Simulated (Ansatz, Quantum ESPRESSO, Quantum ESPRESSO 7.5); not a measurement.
# Mo(100), 7 layers: vacuum level and surface dipole

Aim: the work function of each face of Mo(100), 7 layers, and how it moves with functional, pseudopotentials and boundary condition.

Main program and level: Quantum ESPRESSO 7.5; plane-wave DFT, PBE, GBRV ultrasoft pseudopotentials (geometry and cross-check by Ansatz 0.2.0 with PAW datasets; geometry under PBE).

**Measured values to reproduce.**

“Anisotropic work function of elemental crystals” (2019, arxiv:1902.07811) quotes from earlier work for Mo (clean (100) face, which reconstructs): work function (clean (100) face, which reconstructs) 4.45 eV.

Report form: the programs' logs are mostly left out.

### Step 1. The starting structure

The cell holds 7 atoms: 7 Mo. Its edges and angles: a = 3.150 Å, b = 3.150 Å, c = 25.450 Å, α = 90.0°, β = 90.0°, γ = 90.0°. It derives from Mo. Vacuum lies along c.

### Step 2. Geometry from Ansatz

A relaxation in Ansatz fixes the structure of this slab for the runs on it.

input.yaml

```yaml
crystal:
  lattice:
    - [3.15, 0.0, 0.0]
    - [0.0, 3.15, 0.0]
    - [0.0, 0.0, 25.45]
  atoms:
    - { symbol: Mo, position: [0.0, 0.0, 0.3143418468] }
    - { symbol: Mo, position: [0.5, 0.5, 0.3762278978] }
    - { symbol: Mo, position: [0.0, 0.0, 0.4381139489] }
    - { symbol: Mo, position: [0.5, 0.5, 0.5] }
    - { symbol: Mo, position: [0.0, 0.0, 0.5618860511] }
    - { symbol: Mo, position: [0.5, 0.5, 0.6237721022] }
    - { symbol: Mo, position: [0.0, 0.0, 0.6856581532] }
kpoints:
  mp_grid: { grid: [8, 8, 1] }
hamiltonian:
  xc: pbe
scf:
  occupations: { method: fermi_dirac, width: 0.1 }
  convergence: { dr2_threshold: 1.0e-08 }
efield:
  axis: 3
  dipole_correction: true
  ramp_position: 0.97
  ramp_width: 0.04
relax:
  f_tol: 0.01
  constraints: [{ sites: [2, 3, 4] }]
output:
  write_potential: true
  write_density: true
  volumetric_format: npy
```

Command:

```console
> ansatz run input.yaml --threads 4 --pin off --max-ram 8192MiB --backend cpu --events-out ev --progress --plain --runs-dir out
```

Wall time 18 s (4 threads of Arm Neoverse V2, shared host); peak memory 0.65 GiB.

The steps of the relaxation:

| step | energy less that of the first step (eV) | largest force component (eV/Å) |
| --- | --- | --- |
| 1 | 0.0000 | 1.3975 |
| 2 | -0.1395 | 1.1361 |
| 3 | -0.2566 | 0.0472 |
| 4 | -0.2568 | 0.0065 |

The atoms that moved most (Å):

| atom | dx | dy | dz | length |
| --- | --- | --- | --- | --- |
| Mo1 | 0.000 | 0.000 | 0.127 | 0.127 |
| Mo7 | 0.000 | 0.000 | -0.127 | 0.127 |
| Mo6 | 0.000 | 0.000 | 0.044 | 0.044 |
| Mo2 | 0.000 | 0.000 | -0.044 | 0.044 |

The relaxation lowers the energy by 37 meV an atom. Held were the atoms numbered 3, 4 and 5; the forces quoted are those on the free ones.

This step gave:

```
free energy                     : -34688.2349 eV
energy at zero smearing         : -34688.1260 eV
smearing term TS                : 0.2178 eV
Fermi energy                    : 6.947 eV
symmetry operations             : 8
work function of the upper face : 3.915 eV
work function of the lower face : 3.915 eV
dipole along the normal         : -2.14e-6 e·Å
```

### Step 3. Self-consistent run

One self-consistent run gives the Fermi level and the density from which pp.x builds the potential.

Level of this step: plane-wave DFT, PBE, GBRV ultrasoft pseudopotentials (Quantum ESPRESSO 7.5).

scf.in

```
&control
  prefix = 'scf'
  outdir = './out'
  pseudo_dir = './pseudo'
  calculation = 'scf'
  tprnfor = .true.
/
&system
  ibrav = 0
  nat = 7
  ntyp = 1
  ecutwfc = 40
  ecutrho = 200
  occupations = 'smearing'
  smearing = 'mv'
  degauss = 0.02
/
&electrons
  conv_thr = 1e-07
  mixing_beta = 0.4
  electron_maxstep = 120
  mixing_mode = 'local-TF'
/
ATOMIC_SPECIES
  Mo  95.9500  mo_pbe_v1.uspp.F.UPF
CELL_PARAMETERS angstrom
  3.15000000000000 0.00000000000000 0.00000000000000
  0.00000000000000 3.15000000000000 0.00000000000000
  0.00000000000000 0.00000000000000 25.45000000000000
ATOMIC_POSITIONS crystal
  Mo  0.000000000000 0.000000000000 0.319348393181
  Mo  0.500000000000 0.500000000000 0.374509287596
  Mo  0.000000000000 0.000000000000 0.438113948900
  Mo  0.500000000000 0.500000000000 0.500000000000
  Mo  0.000000000000 0.000000000000 0.561886051100
  Mo  0.500000000000 0.500000000000 0.625490742400
  Mo  -0.000000000000 0.000000000000 0.680651634856
K_POINTS automatic
  8 8 1 0 0 0
```

Command:

```console
> OMP_NUM_THREADS=1 mpirun -n 4 pw.x -nk 4 -in scf.in > scf.out
```

It took 57 s on 4 MPI ranks; peak memory 0.62 GiB; 3.8 min of CPU time.

Read from the output:

| Quantity | Value |
| --- | --- |
| free energy | -13266.5943 eV |
| Fermi energy | 7.053 eV |

The program's own clock; routines nest. Time by routine:

| routine | wall time (s) | calls |
| --- | --- | --- |
| PWSCF | 56.92 | 1 |
| electrons | 54.77 | 1 |
| c_bands | 41.05 | 19 |
| cegterg | 38.47 | 76 |
| h_psi | 23.33 | 353 |
| fftw | 18.07 | 25738 |
| vloc_psi | 16.45 | 353 |
| sum_band | 6.35 | 19 |
| mix_rho | 5.11 | 19 |
| calbec | 4.87 | 445 |
| add_vuspsi | 3.31 | 353 |
| s_psi | 3.29 | 353 |
| h_psi:calbec | 3.26 | 353 |
| ffts | 2.87 | 2215 |

The run needed 19 iterations to bring the estimated error under 1e-07 Ry; the largest force on any atom, held or free, is 0.13 eV/Å.

### Step 4. Potential by pp.x

plot_num = 11 writes the bare and Hartree potential. It leaves out exchange and correlation, which fade slowly, so it flattens close to the surface.

pot.in

```
&inputpp
  prefix = 'scf'
  outdir = './out'
  filplot = 'pot.dat'
  plot_num = 11
/
```

Command:

```console
> OMP_NUM_THREADS=1 mpirun -n 4 pp.x -in pot.in > pot.out
```

Run time: 0.81 s. Hardware: 4 MPI ranks; peak memory 0.1 GiB.

This step gave:

```
work function of the upper face                                       : 3.928 eV
slope of the potential above                                          : 0.001289 eV/Å
upper vacuum line continued to the top atoms, over the Fermi level    : 3.921 eV
work function of the lower face                                       : 3.929 eV
slope of the potential below                                          : -9.54e-4 eV/Å
lower vacuum line continued to the bottom atoms, over the Fermi level : 3.923 eV
```

The potential energy, planar mean oscillates, so the rows of the table below give means over windows of 1 Å about each position, cut where the curve ends. Its maxima inside the range that stand out by 2 % of the span (Å: eV): 8.8: -11.7, 10.3: -7.78, 12.0: -8.45, 13.5: -8.45, 15.2: -7.78, 16.6: -11.7. Its minima: 8.1: -23.8, 9.5: -24.2, 11.2: -23.9, 12.7: -23.7, 14.3: -23.9, 15.9: -24.2, 17.3: -23.8.

Electrostatic potential energy of an electron; zero at the Fermi level. The potential energy, planar mean by z; means over each step:

z (Å), potential energy, planar mean (eV) and a bar from the least value:
```
        0        3.9 ##############################
        1        3.9 ##############################
        2        3.9 ##############################
        3        3.9 ##############################
        4        3.9 ##############################
        5        3.9 ##############################
        6        3.5 #############################
        7        0.0 #########################
        8      -18.4 ##
        9      -16.5 ####
       10      -14.8 ######
       11      -18.9 #
       12      -12.7 #########
       13      -17.6 ###
       14      -17.4 ###
       15      -12.2 ##########
       16      -19.8 
       17      -18.1 ##
       18       -7.3 ################
       19        2.8 #############################
       20        3.8 ##############################
       21        3.9 ##############################
       22        3.9 ##############################
       23        3.9 ##############################
       24        3.9 ##############################
       25        3.9 ##############################
```

Electrostatic potential energy in the ca plane at fractional y = 0.000, with atoms of Mo within 0.2 Å of it. With pseudopotentials it is smooth inside the atoms' cores, unlike the true potential.

Values in eV, 5 rows by 16 columns, each cell a mean:
```
   0  -56  -76   -3  -54  -79   -2  -38  -93   -5  -34  -94   -7    3    4    4
   2   -6   -8    0   -6   -8    1   -4  -10    0   -3  -10    1    3    4    4
   3    1    0    0    0    0    1    1    0    1    0    0    2    4    4    4
   2  -16  -21    0  -15  -22    0  -10  -26   -1   -9  -26   -1    3    4    4
  -1  -75 -100   -4  -72 -103   -3  -51 -121   -7  -47 -122   -9    3    4    4
```
Columns run along c (16.0 Å, from fractional 0.25 to 0.88 of the cell; values clipped at the 3rd and 97th percentile), rows up along a (3.1 Å). Atoms in or near the plane, at fractional coordinates: Mo at (0.32, 0.00), Mo at (0.44, 0.00), Mo at (0.56, 0.00), Mo at (0.68, 0.00).

The vacuum is flat to 1.3 meV/Å, so its level is well defined. Inside the slab the curve depends on the local part of the pseudopotentials; only the vacuum level has a meaning of its own.

### Step 5. Macroscopic average

average.x takes the planar mean and smooths it over a window of one repeat.

avg.in

```
1
pot.dat
1.0
646
3
2.9763186463
```

Command:

```console
> OMP_NUM_THREADS=1 average.x < avg.in > avg.out
```

The job ended after 0.51 s (1 MPI rank; peak memory 0.1 GiB).

Read from the output:

```
average.x's running mean inside the slab, on the run's own zero                  : -8.929 eV
mean potential by an exact Fourier window inside the slab, on the run's own zero : -8.938 eV
```

The potential energy (planar mean) oscillates, so the rows of the table below give means over windows of 1.54 Å about each position, cut where the curve ends. Its maxima inside the range that stand out by 2 % of the span (Å: eV): 8.9: -11.8, 10.3: -7.66, 12.0: -8.37, 13.5: -8.28, 15.1: -7.67, 16.6: -11.7. Its minima: 8.2: -23.8, 9.5: -24.2, 11.1: -24.0, 12.7: -23.9, 14.3: -23.9, 15.9: -24.2, 17.3: -23.8.

Electrostatic potential energy of an electron; zero at the Fermi level; window 1.5750 Å. The potential energy by z; means over each step:

| z (Å) | planar mean (eV) | running mean (eV) |
| --- | --- | --- |
| 0.77 | 3.93 | 3.93 |
| 2.31 | 3.93 | 3.93 |
| 3.85 | 3.92 | 3.92 |
| 5.39 | 3.78 | 3.71 |
| 6.93 | -0.533 | -2.16 |
| 8.47 | -17.6 | -16.8 |
| 10.01 | -15.7 | -16.0 |
| 11.55 | -16.1 | -16.1 |
| 13.09 | -16.1 | -16.1 |
| 14.63 | -15.9 | -15.8 |
| 16.17 | -17.6 | -17.4 |
| 17.71 | -12.7 | -11.3 |
| 19.25 | 3.11 | 2.62 |
| 20.79 | 3.90 | 3.88 |
| 22.33 | 3.93 | 3.93 |
| 23.87 | 3.93 | 3.93 |
| 25.41 | 3.93 | 3.93 |

Where the running mean is not flat inside, average.x's window, rounded to the grid, doesn't match the spacings there.

### Step 6. Valence density

plot_num = 0 writes the valence density.

rho.in

```
&inputpp
  prefix = 'scf'
  outdir = './out'
  filplot = 'rho.dat'
  plot_num = 0
/
```

Command:

```console
> OMP_NUM_THREADS=1 mpirun -n 4 pp.x -in rho.in > rho.out
```

It took 0.8 s on 4 MPI ranks; peak memory 0.1 GiB; 2.9 s of CPU time.

This step gave:

| Item | Value |
| --- | --- |
| electrons by integration | 98.00 e |

The valence density, planar mean oscillates, so the rows of the table below give means over windows of 0.5 Å about each position, cut where the curve ends. Its maxima inside the range that stand out by 2 % of the span (Å: e/Å³): 8.37: 1.11, 9.28: 1.12, 11.31: 1.10, 12.89: 1.10, 14.14: 1.10, 16.17: 1.12, 17.08: 1.11. Its minima: 8.82: 0.735, 10.29: 0.511, 11.99: 0.554, 13.46: 0.554, 15.16: 0.511, 16.63: 0.735.

Mean over planes. The valence density, planar mean by z; means over each step:

z (Å), valence density, planar mean (e/Å³) and a bar:
```
      3.5       0.00 
      4.0       0.00 
      4.5       0.00 
      5.0       0.00 
      5.5       0.00 
      6.0       0.01 
      6.5       0.03 #
      7.0       0.10 ###
      7.5       0.51 ##############
      8.0       1.05 #############################
      8.5       0.99 ###########################
      9.0       0.90 ########################
      9.5       1.11 ##############################
     10.0       0.85 #######################
     10.5       0.65 ##################
     11.0       1.07 #############################
     11.5       0.96 ##########################
     12.0       0.64 #################
     12.5       1.05 ############################
     13.0       1.02 ############################
     13.5       0.63 #################
     14.0       1.00 ###########################
     14.5       1.05 ############################
     15.0       0.62 #################
     15.5       0.90 ########################
     16.0       1.11 ##############################
     16.5       0.87 #######################
     17.0       1.02 ############################
     17.5       1.03 ############################
     18.0       0.44 ############
     18.5       0.09 ##
     19.0       0.02 #
     19.5       0.01 
     20.0       0.00 
     20.5       0.00 
     21.0       0.00 
     21.5       0.00 
     22.0       0.00
```

Valence density in the ca plane at fractional y = 0.000, with atoms of Mo within 0.2 Å of it. It is the smooth field of the valence electrons, not physical close to the nuclei.

Ten even steps from '0' (0.0 e/Å³) to '9' (5.1 e/Å³), each cell a mean:
```
00028895100179971000298951001799710000000000
00003541000024520000135410000255200000000000
00000000000000000000000000000000000000000000
00000000000000000000000000000000000000000000
00000000000000000000000000000000000000000000
00001221000012210000012210000122100000000000
00016983100148951000169830001489510000000000
00039376100186582000393861001855920000000000
```
Columns run along c (16.0 Å, from fractional 0.25 to 0.88 of the cell), rows up along a (3.1 Å). Atoms in or near the plane, at fractional coordinates: Mo at (0.32, 0.00), Mo at (0.44, 0.00), Mo at (0.56, 0.00), Mo at (0.68, 0.00).

The density integrates to 98.000 electrons, as the 98 of the input ask.

### Step 7. Projections on atomic orbitals

projwfc.x splits the states by atom and orbital; the spilling says how much the atomic basis misses.

pdos.in

```
&projwfc
  prefix = 'scf'
  outdir = './out'
  filpdos = 'pdos'
  Emin = -0.947
  Emax = 11.053
  DeltaE = 0.1
  ngauss = 0
  degauss = 0.01
/
```

Command:

```console
> OMP_NUM_THREADS=1 mpirun -n 4 projwfc.x -in pdos.in > pdos.out
```

It took 1.5 s on 4 MPI ranks; peak memory 0.11 GiB.

Read from the output:

| Quantity | Value |
| --- | --- |
| spilling of the projection | 0.001 |

Projected DOS an atom over height of the atomic layer and energy from the Fermi level. Columns are the atomic layers from the bottom up.

Ten even steps from '_' (0.00 states/eV) to '@' (2.23 states/eV), each cell a mean:
```
++==++==++==++
##==++--++==##
++..--..--..++
@@..--::--..@@
@@--::==::--@@
==----==----==
**==++++++==**
++++++##++++++
++**++==++**++
++%%++**++%%++
++@@%%**%%@@++
==++++==++++==
::++******++::
::==++++++==::
..::------::..
____......____
______________
______________
______________
______________
______________
______________
```
Columns: height of the atomic layer (Å) from 8.13 to 17.3 (not evenly spaced); rows upwards: energy from the Fermi level (eV) from -8.00 to 1.30.

The atomic orbitals miss 0.1 % of the occupied states; for empty states the projections can miss much more.

### Step 8. SCF with pw.x: open boundaries by the effective screening medium

The effective screening medium with bc1 puts vacuum on both sides and removes the images along the normal. The slab must sit about z = 0, symmetry is kept, and the .esm1 file holds the planar potential.

esm.in

```
&control
  prefix = 'esm'
  outdir = './out'
  pseudo_dir = './pseudo'
  calculation = 'scf'
  tprnfor = .true.
/
&system
  ibrav = 0
  nat = 7
  ntyp = 1
  ecutwfc = 40
  ecutrho = 200
  occupations = 'smearing'
  smearing = 'mv'
  degauss = 0.02
  assume_isolated = 'esm'
  esm_bc = 'bc1'
/
&electrons
  conv_thr = 1e-07
  mixing_beta = 0.4
  electron_maxstep = 120
  mixing_mode = 'local-TF'
/
ATOMIC_SPECIES
  Mo  95.9500  mo_pbe_v1.uspp.F.UPF
CELL_PARAMETERS angstrom
  3.15000000000000 0.00000000000000 0.00000000000000
  0.00000000000000 3.15000000000000 0.00000000000000
  0.00000000000000 0.00000000000000 25.45000000000000
ATOMIC_POSITIONS crystal
  Mo  0.000000000000 0.000000000000 -0.180651620837
  Mo  0.500000000000 0.500000000000 -0.125490726422
  Mo  0.000000000000 0.000000000000 -0.061886065118
  Mo  0.500000000000 0.500000000000 -0.000000014018
  Mo  0.000000000000 0.000000000000 0.061886037082
  Mo  0.500000000000 0.500000000000 0.125490728381
  Mo  -0.000000000000 0.000000000000 0.180651620837
K_POINTS automatic
  8 8 1 0 0 0
```

Command:

```console
> OMP_NUM_THREADS=1 mpirun -n 4 pw.x -nk 4 -in esm.in > esm.out
```

Run time: 1.9 min. Hardware: 4 MPI ranks; peak memory 0.62 GiB.

Numbers from this step:

```
free energy                                                    : -13266.5944 eV
Fermi energy                                                   : -3.926 eV
vacuum line at the lower end of the cell, over the Fermi level : 3.926 eV
vacuum line at the upper end of the cell, over the Fermi level : 3.926 eV
```

The potential energy, planar mean oscillates, so the rows of the table below give means over windows of 1.58 Å about each position, cut where the curve ends. Its maxima inside the range that stand out by 2 % of the span (Å: eV): -3.9: -11.8, -2.4: -7.65, -0.8: -8.27, 0.8: -8.27, 2.4: -7.65, 3.9: -11.8. Its minima: -4.5: -23.6, -3.2: -24.1, -1.6: -24.0, 0.0: -23.9, 1.6: -24.0, 3.2: -24.1, 4.5: -23.6.

Electrostatic potential energy of an electron; zero at the Fermi level. Table of potential energy, planar mean by z; means over each step:

| z (Å) | potential energy, planar mean (eV) |
| --- | --- |
| -11.88 | 3.93 |
| -10.30 | 3.93 |
| -8.72 | 3.92 |
| -7.14 | 3.70 |
| -5.56 | -3.82 |
| -3.98 | -18.5 |
| -2.40 | -15.6 |
| -0.82 | -16.1 |
| 0.76 | -16.1 |
| 2.34 | -15.6 |
| 3.92 | -18.6 |
| 5.50 | -4.77 |
| 7.08 | 3.67 |
| 8.66 | 3.92 |
| 10.24 | 3.93 |
| 11.82 | 3.93 |

The vacuum levels are read from the outermost 0.7 Å of the cell on either side.

The run needed 31 iterations to bring the estimated error under 1e-07 Ry; the largest force on any atom, held or free, is 0.13 eV/Å.

The upper level is 3.926 eV against 3.928 eV from the periodic run.

### Step 9. Self-consistent run: PBEsol, PseudoDojo norm-conserving

Next, another level on the same atoms.

Level of this step: plane-wave DFT, PBEsol, PseudoDojo norm-conserving pseudopotentials (Quantum ESPRESSO 7.5).

dojo-pbesol.in

```
&control
  prefix = 'dojo-pbesol'
  outdir = './out'
  pseudo_dir = './pseudo'
  calculation = 'scf'
  tprnfor = .true.
/
&system
  ibrav = 0
  nat = 7
  ntyp = 1
  ecutwfc = 72
  ecutrho = 288
  occupations = 'smearing'
  smearing = 'mv'
  degauss = 0.02
/
&electrons
  conv_thr = 1e-07
  mixing_beta = 0.4
  electron_maxstep = 120
  mixing_mode = 'local-TF'
/
ATOMIC_SPECIES
  Mo  95.9500  Mo.dojo-sr-pbesol-0.4.1-standard.upf
CELL_PARAMETERS angstrom
  3.15000000000000 0.00000000000000 0.00000000000000
  0.00000000000000 3.15000000000000 0.00000000000000
  0.00000000000000 0.00000000000000 25.45000000000000
ATOMIC_POSITIONS crystal
  Mo  0.000000000000 0.000000000000 0.319348393181
  Mo  0.500000000000 0.500000000000 0.374509287596
  Mo  0.000000000000 0.000000000000 0.438113948900
  Mo  0.500000000000 0.500000000000 0.500000000000
  Mo  0.000000000000 0.000000000000 0.561886051100
  Mo  0.500000000000 0.500000000000 0.625490742400
  Mo  -0.000000000000 0.000000000000 0.680651634856
K_POINTS automatic
  8 8 1 0 0 0
```

Command:

```console
> OMP_NUM_THREADS=1 mpirun -n 4 pw.x -nk 4 -in dojo-pbesol.in > dojo-pbesol.out
```

Elapsed: 2.6 min, on 4 MPI ranks; peak memory 1.1 GiB; 11 min of CPU time.

Numbers from this step:

| Item | Value |
| --- | --- |
| free energy | -13381.6381 eV |
| Fermi energy | 6.960 eV |

### Step 10. Electrostatic potential

dojo-pbesol.pot.in

```
&inputpp
  prefix = 'dojo-pbesol'
  outdir = './out'
  filplot = 'dojo-pbesol.pot.dat'
  plot_num = 11
/
```

Command:

```console
> OMP_NUM_THREADS=1 mpirun -n 4 pp.x -in dojo-pbesol.pot.in > dojo-pbesol.pot.out
```

Run time: 0.78 s. Hardware: 4 MPI ranks; peak memory 0.11 GiB.

Numbers from this step:

```
work function of the upper face                                       : 3.971 eV
slope of the potential above                                          : 6.25e-4 eV/Å
upper vacuum line continued to the top atoms, over the Fermi level    : 3.967 eV
work function of the lower face                                       : 3.971 eV
slope of the potential below                                          : -4.36e-4 eV/Å
lower vacuum line continued to the bottom atoms, over the Fermi level : 3.968 eV
```

The upper face goes from 3.928 eV (PBE, GBRV) to 3.971 eV, a change of +0.042 eV.

### Step 11. SCF with pw.x: LDA, PseudoDojo norm-conserving

Level of this step: plane-wave DFT, LDA, PseudoDojo norm-conserving pseudopotentials (Quantum ESPRESSO 7.5).

dojo-lda.in is the input of step 9 with these lines changed:

```diff
@@ -1,3 +1,3 @@
 &control
-  prefix = 'dojo-pbesol'
+  prefix = 'dojo-lda'
   outdir = './out'
@@ -24,3 +24,3 @@
 ATOMIC_SPECIES
-  Mo  95.9500  Mo.dojo-sr-pbesol-0.4.1-standard.upf
+  Mo  95.9500  Mo.dojo-sr-lda-0.4.1-standard.upf
 CELL_PARAMETERS angstrom
```

Command:

```console
> OMP_NUM_THREADS=1 mpirun -n 4 pw.x -nk 4 -in dojo-lda.in > dojo-lda.out
```

The job ended after 2.3 min (4 MPI ranks; peak memory 1.1 GiB; 9.1 min of CPU time).

Read from the output:

| Item | Value |
| --- | --- |
| free energy | -13399.2953 eV |
| Fermi energy | 6.769 eV |

(Part 1 of 2 ends here.)

[Logs are printed without paths, hosts, clocks, repeated set-up lines and the standing remarks that a program may print on its own settings, such as how far it seeks lower states.]

[Hosts, paths, dates, database ids (printed as entryN), source tags and the programs' standing remarks are cut or masked in the printed files.]

[Maps of the electrostatic potential energy from Ansatz leave out the sawtooth potential of an applied field or a dipole correction, so their vacuum need not be flat; planar profiles and work functions include it.]
